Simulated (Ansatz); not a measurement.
## Decaying states in the gap of Mg2ScCuO4

Wanted: the relaxed cell of Mg2ScCuO4, its band edges and its decay constants. It is built by putting Mg for Ba in the Ba2ScCuO4 structure of space group P4/mmm, with the volume rescaled by atomic radii. The parent structure comes from the Materials Project.

Main program and level: Ansatz 0.2.0; LDA DFT, plane waves, PAW files, in the first sound run; inputs show where later runs differ.

The structure was built from a prototype and need not be the compound's stable phase.

### Step 1. Set-up

The structure is tetragonal, space group P4/mmm (No. 123). The conventional cell has a = 3.737 Å, b = 3.737 Å, c = 7.229 Å, α = 90.00°, β = 90.00°, γ = 90.00°. Nearest to Mg lie 8 O at 2.51 to 2.66 Å. Nearest to Sc lie 6 O at 1.87 to 1.99 Å. Cu has 2 O at 1.62 Å nearest. Nearest to O lie 2 Sc at 1.87 Å and 4 Mg at 2.51 Å. O has 1 Cu at 1.62 Å and 1 Sc at 1.99 Å and 4 Mg at 2.66 Å nearest. It derives from Ba2ScCuO4. Mg for Ba in the Ba2ScCuO4 structure of space group P4/mmm. Farther neighbours and most contacts between anions are not listed.

Coordinates:

```cif
data_structure
_symmetry_space_group_name_H-M 'P4/mmm'
_symmetry_Int_Tables_number 123
_cell_length_a 3.7374
_cell_length_b 3.7374
_cell_length_c 7.2287
_cell_angle_alpha 90.000
_cell_angle_beta 90.000
_cell_angle_gamma 90.000
_cell_volume 100.97
loop_
_atom_site_label
_atom_site_type_symbol
_atom_site_symmetry_multiplicity
_atom_site_Wyckoff_symbol
_atom_site_fract_x
_atom_site_fract_y
_atom_site_fract_z
_atom_site_occupancy
Mg1 Mg 2 h 0.50000 0.50000 0.76798 1
Sc1 Sc 1 a 0.00000 0.00000 0.00000 1
Cu1 Cu 1 b 0.00000 0.00000 0.50000 1
O1 O 2 f 0.00000 0.50000 0.00000 1
O2 O 2 g 0.00000 0.00000 0.72467 1
```

### Step 2. Relaxing the new crystal

The substituted atoms don't fit the parent's cell, so cell and atoms relax together. A small smearing keeps the run stable in case the gap closes on the way.

The input, input.yaml:

```yaml
crystal:
  lattice:
    - [3.7374289089, 0.0, 0.0]
    - [0.0, 3.7374289089, 0.0]
    - [0.0, 0.0, 7.2287459343]
  atoms:
    - { symbol: Mg, position: [0.5, 0.5, 0.767977] }
    - { symbol: Mg, position: [0.5, 0.5, 0.232023] }
    - { symbol: Sc, position: [0.0, 0.0, 0.0] }
    - { symbol: Cu, position: [0.0, 0.0, 0.5] }
    - { symbol: O, position: [0.0, 0.5, 0.0] }
    - { symbol: O, position: [0.5, 0.0, 0.0] }
    - { symbol: O, position: [0.0, 0.0, 0.724671] }
    - { symbol: O, position: [0.0, 0.0, 0.275329] }
kpoints:
  mp_grid: { grid: [6, 6, 4] }
scf:
  occupations: { method: gaussian, width: 0.03 }
hamiltonian:
  xc: lda
output:
  forces: true
  stress: true
relax:
  f_tol: 0.02
  max_steps: 60
  cell: {}
```

The run is started by

```bash
> ansatz run input.yaml --threads 2 --pin off --max-ram 4096MiB --backend cpu --events-out ev --progress --plain --runs-dir out
```

Numbers of over 12 decimals in the logs are rounded to 6 here.

Log:

```text
Engine: ansatz 0.2.0, x86_64-unknown-linux-gnu
Pseudopotentials: kind: paw
Pseudopotential: Mg, paw, valence charge 10, recommended cutoff 420 eV (normal), Mg.paw.azcp
Pseudopotential: Sc, paw, valence charge 11, recommended cutoff 420 eV (normal), Sc.paw.azcp
Pseudopotential: Cu, paw, valence charge 19, recommended cutoff 420 eV (normal), Cu.paw.azcp
Pseudopotential: O, paw, valence charge 6, recommended cutoff 420 eV (normal), O.paw.azcp
Functional definition: SPW92
  exchange = slater_x
  correlation = pw_c
Crystal: 8 atoms, lattice volume = 100.974 Å³
Basis set: ecut = 420 eV, 1977 PW (Γ)
Bands: 45, of which v1, the nominal top of the filled ones, is band 37 counted from 1 (36 counted from 0)
Symmetry: 16 space group operations
Space group: P4/mmm (ITA 123), of the structure as read, at distance tolerance 4.7e-5 Å
k-points: 30 of 144
Non-local potential: Mg, projectors of the file, l = 0: 3, l = 1: 2, l = 2: 1
Non-local potential: Sc, projectors of the file, l = 0: 3, l = 1: 2, l = 2: 3, l = 3: 1
Non-local potential: Cu, projectors of the file, l = 0: 3, l = 1: 2, l = 2: 3, l = 3: 1
Non-local potential: O, projectors of the file, l = 0: 2, l = 1: 2, l = 2: 1
PAW form: soft (Blöchl's): semilocal exchange-correlation on the pseudo side does not see the compensation charge
PAW frozen core: Mg, regenerated for the run's functional, and the local potential with it (the file was generated under x = pbe(κ = 0.804, μ = 0.219515), c = pbe(β = 0.066725))
PAW frozen core: Sc, regenerated for the run's functional, and the local potential with it (the file was generated under x = pbe(κ = 0.804, μ = 0.219515), c = pbe(β = 0.066725))
PAW frozen core: Cu, regenerated for the run's functional, and the local potential with it (the file was generated under x = pbe(κ = 0.804, μ = 0.219515), c = pbe(β = 0.066725))
PAW frozen core: O, regenerated for the run's functional, and the local potential with it (the file was generated under x = pbe(κ = 0.804, μ = 0.219515), c = pbe(β = 0.066725))
PAW one-centre angular grid: Mg, 110 points (default); XC on 64 Gauss nodes
PAW one-centre angular grid: Sc, 590 points (default); XC on 64 Gauss nodes
PAW one-centre angular grid: Cu, 590 points (default); XC on 64 Gauss nodes
PAW one-centre angular grid: O, 110 points (default); XC on 64 Gauss nodes
Initial density: superposition of atomic densities (neutral atoms: chi_scale 0, normalization atom), corrected by the library's trained network
Initial wavefunctions: pseudopotential atomic-orbital guess
Functional: x = slater, c = lda
SCF iter   1: F=—  HF=-14672.694824 eV  |F-HF|=—  |Δ(HF+E_count)|=         —  Δρ=1.48e-2  dr2=2.49e-1  ethr=1.77e-3  ⟨swp⟩=6.2  Hψ=5087  notcnv=0  defer=3
preconditioner: auto → Resta (q_TF=auto, 2.591 Å⁻¹)  ε∞=4.8  [insulator: Δε(μ)=0.878 eV  Ē_g=13.130 eV  σ=0.030 eV  W_gap=1.00  n_scr=36 (ndim 8)  ℏωp=25.6 eV  f_vac=0.000  D(μ)=0.00/eV (n_scr^D=0)  ε∞_Penn≈4.8]
SCF iter   2: F=—  HF=-14672.641238 eV  |F-HF|=—  |Δ(HF+E_count)|=   5.36e-2  Δρ=5.65e-3  dr2=8.26e-2  ethr=3.36e-4  ⟨swp⟩=2.9  Hψ=2384  notcnv=0  defer=86
SCF iter   3: F=—  HF=-14672.620044 eV  |F-HF|=—  |Δ(HF+E_count)|=   2.12e-2  Δρ=4.43e-3  dr2=2.63e-2  ethr=1.12e-4  ⟨swp⟩=2.3  Hψ=1934  notcnv=0  defer=87
SCF iter   4: F=—  HF=-14672.613468 eV  |F-HF|=—  |Δ(HF+E_count)|=   6.58e-3  Δρ=1.28e-3  dr2=3.56e-3  ethr=3.56e-5  ⟨swp⟩=2.1  Hψ=2238  notcnv=0  defer=87
SCF iter   5: F=—  HF=-14672.612173 eV  |F-HF|=—  |Δ(HF+E_count)|=   1.29e-3  Δρ=3.15e-4  dr2=1.10e-4  ethr=4.82e-6  ⟨swp⟩=2.0  Hψ=2137  notcnv=0  defer=87
SCF iter   6: F=—  HF=-14672.612145 eV  |F-HF|=—  |Δ(HF+E_count)|=   2.76e-5  Δρ=5.72e-5  dr2=4.00e-6  ethr=1.49e-7  ⟨swp⟩=2.0  Hψ=1821  notcnv=0  defer=87
SCF iter   7: F=—  HF=-14672.612140 eV  |F-HF|=—  |Δ(HF+E_count)|=   5.60e-6  Δρ=2.45e-5  dr2=5.32e-7  ethr=5.41e-9  ⟨swp⟩=2.1  Hψ=2121  notcnv=0  defer=87
SCF iter   8: F=-14672.612139 eV  HF=-14672.612139 eV  |F-HF|=1.65e-8  |Δ(HF+E_count)|=   1.44e-7  Δρ=5.12e-6  dr2=2.98e-8  ethr=1.35e-10  ⟨swp⟩=4.1  Hψ=4570  notcnv=0
SCF 1 converged in 8 iterations: F = -14672.612139 eV  dr2 = 2.98e-8
  greatest PAW one-centre occupation: 1.000 electrons in one spin orbital (limit 2), on the Mg atom at site 1 (counted from 0), in its partial waves of l = 0
relax step   1: F+E_penalty+E_count = -14672.61213940 eV  Δ(F+E_penalty+E_count) = +0.000e0 eV  max|allowed force component| = 2.226e0 eV/Å  Δτ_max = 0.0000 Å  P = +14.590 GPa  Ω = 100.974 Å³  (8 SCF iters, dr2 threshold 1.00e-7 eV, accepted)
Crystal: 8 atoms, lattice volume = 106.156 Å³
Basis set: ecut = 420 eV, 2065 PW (Γ)
Initial density: handed on by an earlier stage of this run
Initial wavefunctions: those handed on with the density
iter 1 solved again at ethr=5.76e-4 eV; its pass at ethr=3.10e-3 eV (dr2=4.26e-1 eV) is discarded
SCF iter   1: F=—  HF=-14673.686167 eV  |F-HF|=—  |Δ(HF+E_count)|=         —  Δρ=2.33e-2  dr2=4.26e-1  ethr=5.76e-4  ⟨swp⟩=1.4  Hψ=6321  notcnv=0
preconditioner: auto → Resta (q_TF=auto, 2.569 Å⁻¹)  ε∞=4.6  [insulator: Δε(μ)=1.068 eV  Ē_g=13.104 eV  σ=0.030 eV  W_gap=1.00  n_scr=38 (ndim 8)  ℏωp=25.0 eV  f_vac=0.097  D(μ)=0.00/eV (n_scr^D=0)  ε∞_Penn≈4.6]
SCF iter   2: F=—  HF=-14673.644859 eV  |F-HF|=—  |Δ(HF+E_count)|=   4.13e-2  Δρ=1.83e-2  dr2=1.95e-1  ethr=5.76e-4  ⟨swp⟩=3.1  Hψ=2279  notcnv=0  defer=1
SCF iter   3: F=—  HF=-14673.615191 eV  |F-HF|=—  |Δ(HF+E_count)|=   2.97e-2  Δρ=1.12e-2  dr2=9.34e-2  ethr=2.64e-4  ⟨swp⟩=2.1  Hψ=2850  notcnv=0  defer=69
SCF iter   4: F=—  HF=-14673.601535 eV  |F-HF|=—  |Δ(HF+E_count)|=   1.37e-2  Δρ=4.22e-3  dr2=1.59e-2  ethr=1.26e-4  ⟨swp⟩=2.0  Hψ=1933  notcnv=0  defer=78
SCF iter   5: F=—  HF=-14673.599382 eV  |F-HF|=—  |Δ(HF+E_count)|=   2.15e-3  Δρ=1.25e-3  dr2=1.58e-3  ethr=2.16e-5  ⟨swp⟩=2.3  Hψ=2578  notcnv=0  defer=83
SCF iter   6: F=—  HF=-14673.599386 eV  |F-HF|=—  |Δ(HF+E_count)|=   4.19e-6  Δρ=3.96e-4  dr2=2.19e-4  ethr=2.13e-6  ⟨swp⟩=2.0  Hψ=2059  notcnv=0  defer=82
SCF iter   7: F=—  HF=-14673.599364 eV  |F-HF|=—  |Δ(HF+E_count)|=   2.20e-5  Δρ=2.07e-4  dr2=5.42e-5  ethr=2.96e-7  ⟨swp⟩=2.0  Hψ=1810  notcnv=0  defer=82
SCF iter   8: F=—  HF=-14673.599363 eV  |F-HF|=—  |Δ(HF+E_count)|=   3.62e-7  Δρ=1.11e-4  dr2=1.14e-5  ethr=7.33e-8  ⟨swp⟩=2.0  Hψ=1690  notcnv=0  defer=82
SCF iter   9: F=-14673.599361 eV  HF=-14673.599361 eV  |F-HF|=9.08e-8  |Δ(HF+E_count)|=   2.04e-6  Δρ=2.57e-5  dr2=5.51e-7  ethr=1.08e-9  ⟨swp⟩=3.0  Hψ=5336  notcnv=0
SCF 2 converged in 9 iterations: F = -14673.599361 eV  dr2 = 5.51e-7
[...]
SCF iter   6: F=—  HF=-14673.738618 eV  |F-HF|=—  |Δ(HF+E_count)|=   3.37e-5  Δρ=7.20e-4  dr2=5.17e-4  ethr=3.29e-6  ⟨swp⟩=2.0  Hψ=1762  notcnv=0  defer=75
SCF iter   7: F=—  HF=-14673.738527 eV  |F-HF|=—  |Δ(HF+E_count)|=   9.11e-5  Δρ=2.74e-4  dr2=7.34e-5  ethr=6.98e-7  ⟨swp⟩=2.0  Hψ=1905  notcnv=0  defer=76
SCF iter   8: F=—  HF=-14673.738533 eV  |F-HF|=—  |Δ(HF+E_count)|=   6.38e-6  Δρ=7.63e-5  dr2=8.71e-6  ethr=9.91e-8  ⟨swp⟩=2.0  Hψ=1726  notcnv=0  defer=76
SCF iter   9: F=—  HF=-14673.738533 eV  |F-HF|=—  |Δ(HF+E_count)|=   5.93e-7  Δρ=3.47e-5  dr2=1.24e-6  ethr=1.18e-8  ⟨swp⟩=2.0  Hψ=1781  notcnv=0  defer=76
SCF iter  10: F=-14673.738533 eV  HF=-14673.738533 eV  |F-HF|=3.38e-8  |Δ(HF+E_count)|=   4.64e-8  Δρ=7.52e-6  dr2=6.15e-8  ethr=1.08e-9  ⟨swp⟩=4.0  Hψ=4488  notcnv=0
SCF 3 converged in 10 iterations: F = -14673.738533 eV  dr2 = 6.15e-8
relax step   3: F+E_penalty+E_count = -14673.73853267 eV  Δ(F+E_penalty+E_count) = -1.392e-1 eV  max|allowed force component| = 1.875e0 eV/Å  Δτ_max = 0.1166 Å  P = -3.539 GPa  Ω = 113.803 Å³  energy of the carried Pulay correction = -4.834e-2 eV  (10 SCF iters, dr2 threshold 8.00e-7 eV, accepted)
[... from here on, the SCF cycles and remarks between the steps are left out ...]
relax step   4: F+E_penalty+E_count = -14673.87631820 eV  Δ(F+E_penalty+E_count) = -1.378e-1 eV  max|allowed force component| = 2.173e-1 eV/Å  Δτ_max = 0.0424 Å  P = -0.403 GPa  Ω = 111.522 Å³  energy of the carried Pulay correction = -4.017e-2 eV  (9 SCF iters, dr2 threshold 8.00e-7 eV, accepted)
relax step   5: F+E_penalty+E_count = -14673.88610009 eV  Δ(F+E_penalty+E_count) = -9.782e-3 eV  max|allowed force component| = 4.102e-2 eV/Å  Δτ_max = 0.0300 Å  P = +0.310 GPa  Ω = 110.691 Å³  energy of the carried Pulay correction = -3.715e-2 eV  (8 SCF iters, dr2 threshold 8.00e-7 eV, accepted)
relax step   6: F+E_penalty+E_count = -14673.88527044 eV  Δ(F+E_penalty+E_count) = +8.296e-4 eV  max|allowed force component| = 5.018e-2 eV/Å  Δτ_max = 0.0064 Å  P = -0.085 GPa  Ω = 111.036 Å³  energy of the carried Pulay correction = -3.841e-2 eV  (7 SCF iters, dr2 threshold 7.19e-7 eV, accepted)
relax step   7: F+E_penalty+E_count = -14673.88569426 eV  Δ(F+E_penalty+E_count) = -4.238e-4 eV  max|allowed force component| = 1.941e-3 eV/Å  Δτ_max = 0.0013 Å  P = +0.001 GPa  Ω = 110.962 Å³  energy of the carried Pulay correction = -3.814e-2 eV  (6 SCF iters, dr2 threshold 1.57e-7 eV, accepted)
relax step   8: F+E_penalty+E_count = -14673.94832363 eV  Δ(F+E_penalty+E_count) = -6.263e-2 eV  max|allowed force component| = 4.782e-3 eV/Å  Δτ_max = 0.0000 Å  P = +0.813 GPa  Ω = 110.962 Å³  stress off target by 9.89e-1 GPa  SCF on the basis re-selected at this cell (its energy is not comparable with the rows above)  (10 SCF iters)
relax step   9: F+E_penalty+E_count = -14673.94786892 eV  Δ(F+E_penalty+E_count) = +4.547e-4 eV  max|allowed force component| = 7.722e-3 eV/Å  Δτ_max = 0.0026 Å  P = +0.121 GPa  Ω = 111.574 Å³  energy of the carried Pulay correction = -2.243e-3 eV  (6 SCF iters, dr2 threshold 8.00e-7 eV, accepted)
relax step  10: F+E_penalty+E_count = -14673.94751348 eV  Δ(F+E_penalty+E_count) = +3.554e-4 eV  max|allowed force component| = 5.244e-3 eV/Å  Δτ_max = 0.0004 Å  P = +0.005 GPa  Ω = 111.682 Å³  energy of the carried Pulay correction = -2.656e-3 eV  (6 SCF iters, dr2 threshold 6.37e-8 eV, accepted)
iter 1 solved again at ethr=6.33e-8 eV; its pass at ethr=3.10e-3 eV (dr2=4.68e-5 eV) is discarded
SCF iter   1: F=—  HF=-14673.949903 eV  |F-HF|=—  |Δ(HF+E_count)|=         —  Δρ=1.11e-4  dr2=7.47e-7  ethr=6.33e-8  ⟨swp⟩=4.0  Hψ=9050  notcnv=0
preconditioner: auto → Resta (q_TF=auto, 2.547 Å⁻¹)  ε∞=5.9  [insulator: Δε(μ)=0.725 eV  Ē_g=10.256 eV  σ=0.030 eV  W_gap=1.00  n_scr=38 (ndim 8)  ℏωp=22.8 eV  f_vac=0.113  D(μ)=0.00/eV (n_scr^D=0)  ε∞_Penn≈5.9]
SCF iter   2: F=—  HF=-14673.949912 eV  |F-HF|=—  |Δ(HF+E_count)|=   8.56e-6  Δρ=5.49e-5  dr2=2.20e-7  ethr=1.01e-9  ⟨swp⟩=2.0  Hψ=2055  notcnv=0
SCF iter   3: F=—  HF=-14673.949914 eV  |F-HF|=—  |Δ(HF+E_count)|=   2.73e-6  Δρ=2.35e-5  dr2=3.99e-8  ethr=2.97e-10  ⟨swp⟩=2.0  Hψ=1725  notcnv=0
SCF iter   4: F=—  HF=-14673.949915 eV  |F-HF|=—  |Δ(HF+E_count)|=   5.84e-7  Δρ=8.97e-6  dr2=5.66e-8  ethr=5.39e-11  ⟨swp⟩=2.0  Hψ=2460  notcnv=0
SCF iter   5: F=—  HF=-14673.949915 eV  |F-HF|=—  |Δ(HF+E_count)|=   1.09e-8  Δρ=8.80e-7  dr2=1.28e-9  ethr=5.39e-11  ⟨swp⟩=2.0  Hψ=2370  notcnv=0
SCF iter   6: F=—  HF=-14673.949915 eV  |F-HF|=—  |Δ(HF+E_count)|=  2.55e-10  Δρ=5.67e-7  dr2=5.80e-10  ethr=1.73e-12  ⟨swp⟩=2.0  Hψ=1708  notcnv=0
SCF iter   7: F=-14673.949915 eV  HF=-14673.949915 eV  |F-HF|=2.73e-11  |Δ(HF+E_count)|=  1.46e-11  Δρ=1.35e-7  dr2=5.54e-11  ethr=1.00e-12  ⟨swp⟩=3.0  Hψ=5042  notcnv=0
SCF 11 converged in 7 iterations: F = -14673.949915 eV  dr2 = 5.54e-11
relax step  11: F+E_penalty+E_count = -14673.94991481 eV  Δ(F+E_penalty+E_count) = -2.401e-3 eV  max|allowed force component| = 5.188e-3 eV/Å  Δτ_max = 0.0000 Å  P = +0.018 GPa  Ω = 111.682 Å³  stress off target by 1.96e-2 GPa  SCF on the basis re-selected at this cell (its energy is not comparable with the rows above)  (7 SCF iters)
basis re-selected at this cell: Δ(F+E_penalty+E_count) = -2.401e-3 eV, ΔP = +0.012 GPa vs the last step (what re-selecting the basis moved, of the pressure what is left beyond the Pulay correction that the steps carried, after the strain that the cell walked since its last selection, with what the two solves' SCF thresholds leave and, on support functions, any second-order correction that the steps lacked; it is no m [...]
SCF converged after 7 iterations
Free energy (F): -14673.949915 eV
Harris-Foulkes:  -14673.949915 eV  (|F-HF|=2.73e-11)
Internal energy: -14673.949915 eV  (E = F + TS)
E sigma→0 (E₀):  -14673.949915 eV
Fermi energy:    7.115133 eV
--- Per-component energies (eV) ---
  E_band       = -1437.829322
  E_kinetic    = 1419.177676
  E_local      = -11544.722204  (includes V_loc(G=0)·N_el)
  E_nonlocal   = 869.426147
  E_hartree    = 4643.463824
  E_xc         = -541.774764
  E_vxc        = -694.524998  (∫ρ·V_xc dr)
  E_paw        = -3634.642213  (= ΣΔE_a)
  E_vpaw       = -774.124187  (= ΣTr[D̂ρ^β])
  E_aug_tail   = 0.010212  (compensation charges beyond the density's cutoff)
  E_ewald      = -5886.331820
  E_core_change = 1.443227  (= ΣΔE_core)
  E_smearing   = -0.000000  (= −TS)
  E_closure    = 0.000000  (closes the sum)
  Σ components = -14673.949915   (vs F -14673.949915, Δ=0.00e0)
--- Forces (eV/Å), atoms counted from 1 ---
  atom   1  Mg    -0.00000000    -0.00000000     0.00269819
  atom   2  Mg     0.00000000     0.00000000    -0.00269819
  atom   3  Sc     0.00000000    -0.00000000     0.00000000
  atom   4  Cu    -0.00000000     0.00000000     0.00000000
  atom   5  O      0.00000000     0.00000000     0.00000000
  atom   6  O     -0.00000000     0.00000000     0.00000000
  atom   7  O     -0.00000000    -0.00000000    -0.00518763
  atom   8  O      0.00000000     0.00000000     0.00518763
  max |Σ_I F_I| component: 8.67e-19 eV/Å
--- Stress (GPa, compression-positive) ---
        0.019617       0.000000      -0.000000
        0.000000       0.019617      -0.000000
       -0.000000      -0.000000       0.013569
  P = ⅓ Tr σ = 0.0176 GPa (0.176 kbar)
--- Relaxed structure (9 steps of the walk, 9 accepted, 2 SCFs on fresh bases) ---
  F+E_penalty+E_count = -14673.94991481 eV   max|allowed force component| = 5.188e-3 eV/Å   (the final SCF, on the basis selected at the relaxed cell)
  cell:  # Å, volume = 111.6815 Å³
    - [3.834637, 0, 0]
    - [0, 3.834637, 0]
    - [0, 0, 7.595087]
  atoms:
    - { symbol: Mg, position: [0.5, 0.5, 0.813109] }
    - { symbol: Mg, position: [0.5, 0.5, 0.186891] }
    - { symbol: Sc, position: [0, 0, 0] }
    - { symbol: Cu, position: [0, 0, 0.5] }
    - { symbol: O, position: [0, 0.5, 0] }
    - { symbol: O, position: [0.5, 0, 0] }
    - { symbol: O, position: [0, 0, 0.729670] }
    - { symbol: O, position: [0, 0, 0.270330] }
```

Elapsed: 47 s, on 2 threads of Intel Xeon Platinum 8259CL at 2.50GHz (Skylake/Cascade Lake), shared host; peak memory 0.52 GiB.

Relaxation path:

| step | energy less that of the first step (eV) | largest force component (eV/Å) | pressure (GPa) | volume (Å³) |
| --- | --- | --- | --- | --- |
| 1 | 0.0000 | 2.2258 | 14.59 | 100.97 |
| 2 | -0.9872 | 1.7534 | 6.56 | 106.16 |
| 3 | -1.1264 | 1.8753 | -3.54 | 113.80 |
| 4 | -1.2642 | 0.2173 | -0.40 | 111.52 |
| 5 | -1.2740 | 0.0410 | 0.31 | 110.69 |
| 6 | -1.2731 | 0.0502 | -0.08 | 111.04 |
| 7 | -1.2736 | 0.0019 | 0.00 | 110.96 |
| 8* | -1.3362 | 0.0048 | 0.81 | 110.96 |
| 9 | -1.3357 | 0.0077 | 0.12 | 111.57 |
| 10 | -1.3354 | 0.0052 | 0.01 | 111.68 |
| 11* | -1.3378 | 0.0052 | 0.02 | 111.68 |

Relaxation steps marked * repeat the geometry before them on a plane-wave basis chosen anew for their cell, so energy and pressure can jump there.

Forces are held to the 16 operations that the run works with; a distortion that breaks them can't arise in this run.

| conventional cell, symmetrised | before | after | change |
| --- | --- | --- | --- |
| a (Å) | 3.737 | 3.835 | +2.6 % |
| b (Å) | 3.737 | 3.835 | +2.6 % |
| c (Å) | 7.229 | 7.595 | +5.1 % |
| volume (Å³/atom) | 12.62 | 13.96 | +10.6 % |

The atoms that moved most (Å, as changes of fractional coordinates times the final cell):

| atom | dx | dy | dz | length |
| --- | --- | --- | --- | --- |
| Mg2 | 0.000 | 0.000 | -0.343 | 0.343 |
| Mg1 | 0.000 | 0.000 | 0.343 | 0.343 |
| O8 | 0.000 | 0.000 | -0.038 | 0.038 |
| O7 | 0.000 | 0.000 | 0.038 | 0.038 |

Numbers from this step:

```
free energy  : -14673.9499 eV
Fermi energy : 7.115 eV
pressure     : 0.01760 GPa
```

The largest force component on a free atom ends at 0.0052 eV/Å.

(Part 1 of 3 ends here.)

[Logs are printed without paths, hosts, clocks, repeated set-up lines and the standing remarks that a program may print on its own settings, such as how far it seeks lower states.]

[Hosts, paths, dates, database ids (printed as entryN), source tags and the programs' standing remarks are cut or masked in the printed files.]
